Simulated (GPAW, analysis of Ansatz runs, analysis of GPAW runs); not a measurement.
# Substitutional N in diamond: charge-transition level against experiment (GPAW), part 2 of 4

How near does this set-up come to the measured charge-transition level? Subject: substitutional N in diamond. Set-up: RPBE, plane waves 500 eV, 64-site cell, RPBE lattice, k: the zone centre alone then 2x2x2 shifted, started with the impurity moved along one bond, dielectric constants 5.7 and 5.7 (handbook). The model is a cell of 64 host atoms with 1 C taken out and 1 N put in. The level is the Fermi energy at which two charge states have equal formation energy, after a correction for the images of the charge.

GPAW 26.7.0; RPBE, plane waves 500 eV, 64-site cell, RPBE lattice, k: the zone centre alone then 2x2x2 shifted, started with the impurity moved along one bond, dielectric constants 5.7 and 5.7 (handbook).

So far: The structure; Relaxation, charge +1.

## (2) Relaxation, charge +1 (continued)

Level of this step: GPAW plane-wave PAW DFT, RPBE; relaxation of all atoms of a defect supercell (GPAW).

Relaxation path:

```csv
step,energy less that of the first step (eV)
0,0.0000
1,-1.5112
2,-1.8816
3,-1.9651
4,-1.9905
5,-1.9996
6,-2.0032
7,-2.0044
8,-2.0047
9,-2.0048
```

The atoms that moved most (Å):

```csv
atom,dx,dy,dz,length
N8,-0.165,-0.184,-0.163,0.296
C27,-0.023,0.029,0.007,0.037
C49,0.004,0.020,-0.028,0.035
C42,0.028,-0.014,0.003,0.031
C4,-0.021,0.009,-0.015,0.028
C15,-0.017,0.020,0.006,0.028
C6,-0.012,0.022,0.010,0.027
C25,0.010,0.020,0.013,0.025
```

Neighbours of N8 at the end:

```csv
atom,distance (Å)
C42,1.571
C27,1.572
C49,1.572
C4,1.572
C15,2.536
C37,2.536
C46,2.536
C23,2.536
C31,2.536
C38,2.536
C14,2.536
C53,2.536
C21,2.536
C7,2.536
C5,2.536
C6,2.536
```

From the first step to the last the energy fell by 2.005 eV, and the largest move was 0.30 Å (N8). Judged within 0.08 Å, the space group went from R3m to P-43m.

## (3) Single point, charge +1

The relaxed structure is kept, and the final numbers are taken at the final level and k-points.

This step: GPAW plane-wave PAW DFT, RPBE; single point of a defect supercell.

File run.py:

```python
import numpy as np
from ase.io import read, write
from ase.parallel import parprint, world
from gpaw import GPAW, PW

atoms = read('POSCAR')
calc = GPAW(mode=PW(500),
            xc='RPBE',
            kpts={'size': (2, 2, 2), 'gamma': False},
            charge=1,
            occupations={'name': 'fermi-dirac', 'width': 0.01},
            nbands=136,
            convergence={'density': 1e-05, 'bands': 133},
            maxiter=150,
            symmetry={'point_group': False},
            txt='gpaw.txt')
atoms.calc = calc
energy = atoms.get_potential_energy()
forces = atoms.get_forces()
parprint(f'Energy: {energy:.6f} eV, largest force {np.linalg.norm(forces, axis=1).max():.4f} eV/A')
calc.write('gs.gpw')
write('final.xyz', atoms)
for s in range(calc.get_number_of_spins()):
    parprint('Levels (eV), spin', s, calc.get_eigenvalues(kpt=0, spin=s)[-16:].round(3))
field = calc.get_electrostatic_potential()
if world.rank == 0:
    np.save('potential.npy', field)
field = calc.get_pseudo_density()
if world.rank == 0:
    np.save('density.npy', field)
```

File POSCAR:

```
C  N  C 
 1.0000000000000000
     7.1774074939205494   -0.0000000000000009   -0.0000000000000000
    -0.0000000000000009    7.1774074939205494   -0.0000000000000000
    -0.0000000000000018   -0.0000000000000018    7.1774074939205450
 C   N   C  
   7   1  56
Direct
  0.0001840720345221  0.0006487035888577  0.2495536837663391
  0.0001725344424222  0.2501674011850212  0.0000237244436998
[... 1 atom line left out ...]
  0.2486868819294265  0.2491510955055433  0.2485405742269742
  0.1252461924115955  0.1257165809192649  0.3759329329267521
  0.1252523631633659  0.3765483361909168  0.1251002664625830
  0.3760943951261577  0.1257214489722533  0.1251141015416257
  0.3751326774020567  0.3755873722208703  0.3749859600809499
[... 5 atom lines left out ...]
  0.1252811911211175  0.3746139887246821  0.6248642429454973
  0.3741392044794116  0.1257643586161967  0.6248635212364394
[... 11 atom lines left out ...]
  0.2487239064400490  0.5020115247813303  0.5014014409866303
[... 9 atom lines left out ...]
  0.6250083186442610  0.1257576389196989  0.3740097594115669
[... 4 atom lines left out ...]
  0.5015480231614462  0.2492125396969695  0.5013949999422783
[... 3 atom lines left out ...]
  0.6249918043248356  0.3765583091512179  0.6248414115819250
[... 2 atom lines left out ...]
  0.5015585199877812  0.5020147780451333  0.2485904571408680
[... 14 atom lines left out ...]
  0.8750891774390773  0.8755742801733095  0.8749539628785523
```

Started as:

```sh
$ OMP_NUM_THREADS=1 mpirun -n 4 gpaw python run.py > stdout
```

Output:

```text
__  _  _
 | _ |_)|_||  |
 |__||  | ||/\| - 26.7.0

Input parameters:
  mode=PW(ecut=500.0),
  charge=1,
  convergence={'density': 1e-05, 'bands': 133},
  kpts=MonkhorstPack(size=(2, 2, 2), gamma=False),
  maxiter=150,
  nbands=136,
  occupations=Occupations(name='fermi-dirac', width=0.01),
  symmetry=Symmetry(point_group=False),
  xc=XC(name='RPBE')

Diagonalizing LCAO Hamiltonian
Converting LCAO to pw mode

                 C        C
            C  C     C C
         C   C C  C   C C
          C C   C C  C   C
       C  CC    CC CC     C
            CCC      CCC
        C      N C     CC
         CCC C    C C C
          C C   C  C C   C
       C   C C  C   C C
        C     C  C     C
           C        C

Atoms  # Å, Bohr magnetons
|    | symbol |         x |        y |         z |    initial magnetic moments |
|----|--------|-----------|----------|-----------|-----------------------------|
|  0 |      C |  0.001321 | 0.004656 |  1.791148 | ( 0.0000,  0.0000,  0.0000) |
|  1 |      C |  0.001238 | 1.795553 |  0.000170 | ( 0.0000,  0.0000,  0.0000) |
|  2 |      C |  1.792242 | 0.004655 |  0.000313 | ( 0.0000,  0.0000,  0.0000) |
|  3 |      C |  1.784927 | 1.788259 |  1.783877 | ( 0.0000,  0.0000,  0.0000) |
|  4 |      C |  0.898943 | 0.902319 |  2.698224 | ( 0.0000,  0.0000,  0.0000) |
|  5 |      C |  0.898987 | 2.702641 |  0.897896 | ( 0.0000,  0.0000,  0.0000) |
|  6 |      C |  2.699383 | 0.902354 |  0.897995 | ( 0.0000,  0.0000,  0.0000) |
|  7 |      N |  2.692480 | 2.695744 |  2.691427 | ( 0.0000,  0.0000,  0.0000) |
|  8 |      C |  0.000145 | 0.003523 |  5.383506 | ( 0.0000,  0.0000,  0.0000) |
|  9 |      C | -0.000948 | 1.798657 |  3.588633 | ( 0.0000,  0.0000,  0.0000) |
| 10 |      C |  1.795244 | 0.002503 |  3.588694 | ( 0.0000,  0.0000,  0.0000) |
[...]
| 59 |      C |  5.384457 | 5.387908 |  5.383469 | ( 0.0000,  0.0000,  0.0000) |
| 60 |      C |  4.487418 | 4.490872 |  6.280239 | ( 0.0000,  0.0000,  0.0000) |
| 61 |      C |  4.487421 | 6.284712 |  4.486504 | ( 0.0000,  0.0000,  0.0000) |
| 62 |      C |  6.281314 | 4.490912 |  4.486478 | ( 0.0000,  0.0000,  0.0000) |
| 63 |      C |  6.280872 | 6.284353 |  6.279901 | ( 0.0000,  0.0000,  0.0000) |

Unit cell  # Å
| periodic |         x |         y |         z |  lengths |    angles |
|----------|-----------|-----------|-----------|----------|-----------|
|      yes |  7.177407 | -0.000000 | -0.000000 | 7.177407 | 90.000000 |
|      yes | -0.000000 |  7.177407 | -0.000000 | 7.177407 | 90.000000 |
|      yes | -0.000000 | -0.000000 |  7.177407 | 7.177407 | 90.000000 |

Number of symmetries: 1
Symmetry operations  # r_c * U_cc + t_c -> r_c
|   | kind |            matrix            |
|---|------|------------------------------|
| 0 |  E   |  1, 0, 0,  0, 1, 0,  0, 0, 1 |

BZ-sampling:
  Number of BZ points: 8
  Number of IBZ points: 4

  Monkhorst-Pack size: [2, 2, 2]
  Monkhorst-Pack shift: [0, 0, 0]

K-points  # in reciprocal-cell coordinates
|   |                                coordinates |     weight |
|---|--------------------------------------------|------------|
| 0 | (  0.25000000,  -0.25000000,  -0.25000000) | 0.25000000 |
| 1 | (  0.25000000,  -0.25000000,   0.25000000) | 0.25000000 |
| 2 | (  0.25000000,   0.25000000,  -0.25000000) | 0.25000000 |
| 3 | (  0.25000000,   0.25000000,   0.25000000) | 0.25000000 |

Plane wave coefficients: 9390
Cutoff: 500.0 eV

Spin-components: 1 (collinear spins)
Bands:           136
Projectors:      320
Spin-degeneracy: 2
Datatype:        complex128

Density:
  Valence electrons: 257.0
  Components: 1
  Grid points: [40 40 40]
  Charge: 1.0  # |e|

Potential:
  Grid points: [40 40 40]

species:
  C:
    name:    Carbon
    Z:       6.0
    valence: 4
    core:    2
    charge:  0.0  # [|e|]
    compensation charges:
      type: gauss
      rc: 0.20  # [Å]
      lmax: 2
    cutoffs:
      filter: 1.14  # [Å]
      core: 1.14  # [Å]
    projectors
    | kind |    occ | energy [eV] | rcut [Å] |
    |------|--------|-------------|----------|
    |   2s |  2.000 |     -13.815 |    0.635 |
    |   2p |  2.000 |      -5.254 |    0.635 |
    |    s |        |      13.396 |    0.635 |
    |    p |        |      21.957 |    0.635 |
    |    d |        |       0.000 |    0.635 |

    Using partial waves for C as LCAO basis

  N:
    name:    Nitrogen
    Z:       7.0
    valence: 5
    core:    2
    charge:  0.0  # [|e|]
    compensation charges:
      type: gauss
      rc: 0.18  # [Å]
      lmax: 2
    cutoffs:
      filter: 1.11  # [Å]
      core: 0.96  # [Å]
    projectors
    | kind |    occ | energy [eV] | rcut [Å] |
    |------|--------|-------------|----------|
    |   2s |  2.000 |     -18.658 |    0.603 |
    |   2p |  3.000 |      -7.050 |    0.529 |
    |    s |        |       8.553 |    0.603 |
    |    p |        |      20.161 |    0.529 |
    |    d |        |       0.000 |    0.577 |

    Using partial waves for N as LCAO basis

Reference energy: -66332.764700  # eV

eigensolver:
  PPCG
  Converge bands: 133
  niter=2

density mixing:
  MSR1-Mixer
  Pratt-step length: 0.05
  Maximum mixing coefficient: 0.75
  Old densities: 10
  SVD Regularization: 0.005
  Good broyden scale: 1.0
  Trust region scale: 1.0
  Backstep threshold: 4.0
  History deletion threshold: 6.0
  Fourier metric: weight=20.0, sigma=0.015

occupation numbers:
  Fermi-Dirac:
    width: 0.0100  # eV

poisson solver:
  ecut: 4000.0  # eV
  uniform background charge: 1.0  # electrons

xc functional:
  name: RPBE with 2 nearest neighbor stencil

Initialization done in: 10.305 s

convergence criteria:
- Maximum integral of absolute [dens]ity change: 1e-05 electrons / valence electron
- Maximum [total energy] change in last 3 cyles: 0.0005 eV / valence electron
- Maximum integral of absolute [eigenst]ate change: 4e-08 eV^2 / valence electron
maximum number of iterations: 150

SCF iterations
|iter     | |      energy | eigst |  dens |
|---------|-|-------------|-------|-------|
|iter:   1| | -574.688650 | +0.17 |       |
|iter:   2| | -572.683155 | -1.70 | -0.81 |
|iter:   3| | -560.960435 | -1.06 | -0.84 |
|iter:   4| | -560.838091 | -1.66 | -1.49 |
|iter:   5| | -560.827656 | -2.01 | -2.30 |
|iter:   6| | -560.823750c| -2.21 | -2.58 |
|iter:   7| | -560.823820c| -2.35 | -3.10 |
|iter:   8| | -560.823827c| -2.27 | -3.73 |
|iter:   9| | -560.823828c| -2.11 | -4.23 |
|iter:  10| | -560.823829c| -2.11 | -4.55 |
|iter:  11| | -560.823830c| -1.97 | -4.98 |
|iter:  12| | -560.823830c| -2.04 | -5.60c|
|iter:  13| | -560.823830c| -2.15 | -6.08c|
|iter:  14| | -560.823830c| -2.40 | -6.53c|
|iter:  15| | -560.823830c| -2.61 | -6.96c|
|iter:  16| | -560.823830c| -2.76 | -7.32c|
|iter:  17| | -560.823830c| -3.00 | -7.85c|
|iter:  18| | -560.823830c| -3.18 | -8.34c|
|iter:  19| | -560.823830c| -3.34 | -8.74c|
|iter:  20| | -560.823830c| -3.60 | -9.14c|
|iter:  21| | -560.823830c| -3.68 | -9.46c|
|iter:  22| | -560.823830c| -3.88 | -9.91c|
|iter:  23| | -560.823830c| -3.97 |-10.34c|
|iter:  24| | -560.823830c| -4.14 |-10.97c|
|iter:  25| | -560.823830c| -4.31 |-11.20c|
|iter:  26| | -560.823830c| -4.41 |-11.57c|
|iter:  27| | -560.823830c| -4.59 |-12.10c|
|iter:  28| | -560.823830c| -4.62 |-12.58c|
|iter:  29| | -560.823830c| -4.76 |-13.07c|
|iter:  30| | -560.823830c| -4.82 |-13.47c|
|iter:  31| | -560.823830c| -5.00 |-13.80c|
|iter:  32| | -560.823830c| -5.05 |-14.20c|
[...]
|iter:  46| | -560.823830c| -6.62 |-15.47c|
|iter:  47| | -560.823830c| -6.82 |-15.38c|
|iter:  48| | -560.823830c| -6.89 |-15.37c|
|iter:  49| | -560.823830c| -7.13 |-15.48c|
|iter:  50| | -560.823830c| -7.19 |-15.53c|
|iter:  51| | -560.823830c| -7.46c|-15.54c|

Converged in 51 steps
SCF loop duration: 158.798 s (3.114 s/step)
Energy contributions relative to reference atoms: (reference = -66332.764700)

Energy contributions:
  Kinetic:         438.178970
  Coulomb:        -445.938783
  Zero:              0.668797
  External:          0.000000
  Xc:             -553.732813
  Entropy:          -0.000000
  Spinorbit:         0.000000
  ----------------------------
  Free energy:    -560.823830
  Extrapolated:   -560.823830

dipole moment: (-53.289887, -109.318707, 3.316557)  # |e|*Ang

Fermi level: 13.588
Eigenvalues  # (at kpt = [0.250, -0.250, -0.250])
| band index |      eig [eV] | occ [0-2] |
|------------|---------------|-----------|
|          0 |        -9.814 |     2.000 |
|        ... |               |           |
|        120 |         9.758 |     2.000 |
|        121 |         9.864 |     2.000 |
|        122 |         9.864 |     2.000 |
|        123 |        10.038 |     2.000 |
|        124 |        10.038 |     2.000 |
|        125 |        10.110 |     2.000 |
|        126 |        11.203 |     2.000 |
|        127 |        11.203 |     2.000 |
|        128 |        15.894 |     0.000 |
|        129 |        16.721 |     0.000 |
|        130 |        16.722 |     0.000 |
|        131 |        16.806 |     0.000 |
|        132 |        16.941 |     0.000 |
|        133 |        16.941 |     0.000 |
|        134 |        17.594 |     0.000 |
|        135 |        17.597 |     0.000 |

Gap: 4.690 eV
Transition (v -> c):
  (s=0, k=1, n=127, [0.25, -0.25, 0.25]) -> (s=0, k=1, n=128, [0.25, -0.25, 0.25])
No difference between direct/indirect transitions

Forces  # eV/Ang
|        x |        y |        z |
|----------|----------|----------|
| -0.00760 | -0.00743 | -0.00016 |  # C    0
| -0.00371 | -0.00022 | -0.00295 |  # C    1
| -0.00076 | -0.00606 | -0.00649 |  # C    2
| -0.01968 | -0.02011 | -0.01984 |  # C    3
| -0.00227 | -0.00233 | -0.01461 |  # C    4
| -0.00293 | -0.01606 | -0.00229 |  # C    5
| -0.01773 | -0.00365 | -0.00326 |  # C    6
| -0.00061 |  0.00213 | -0.00030 |  # N    7
| -0.00325 | -0.00300 |  0.00470 |  # C    8
| -0.00935 | -0.00113 | -0.00214 |  # C    9
[...]
|  0.00475 |  0.00484 |  0.00515 |  # C   59
|  0.00818 |  0.00611 | -0.00034 |  # C   60
|  0.00567 | -0.00262 |  0.00382 |  # C   61
| -0.00218 |  0.00455 |  0.00610 |  # C   62
|  0.00504 |  0.00047 |  0.00345 |  # C   63

# Writing to gs.gpw (mode='')
```

Wall time 2.9 min (4 MPI ranks of AMD EPYC 9R14 (Zen 4), shared host); peak memory 2 GiB.

(Continued in part 3 of 4.)

[Logs are printed without paths, hosts, clocks, repeated set-up lines and the standing remarks that a program may print on its own settings, such as how far it seeks lower states.]

[Hosts, paths, dates, database ids (printed as entryN), source tags and the programs' standing remarks are cut or masked in the printed files.]

[For some hosts the program warned that the k-mesh of the response run may be too coarse for force constants and the static dielectric constant; such warnings are not shown here.]
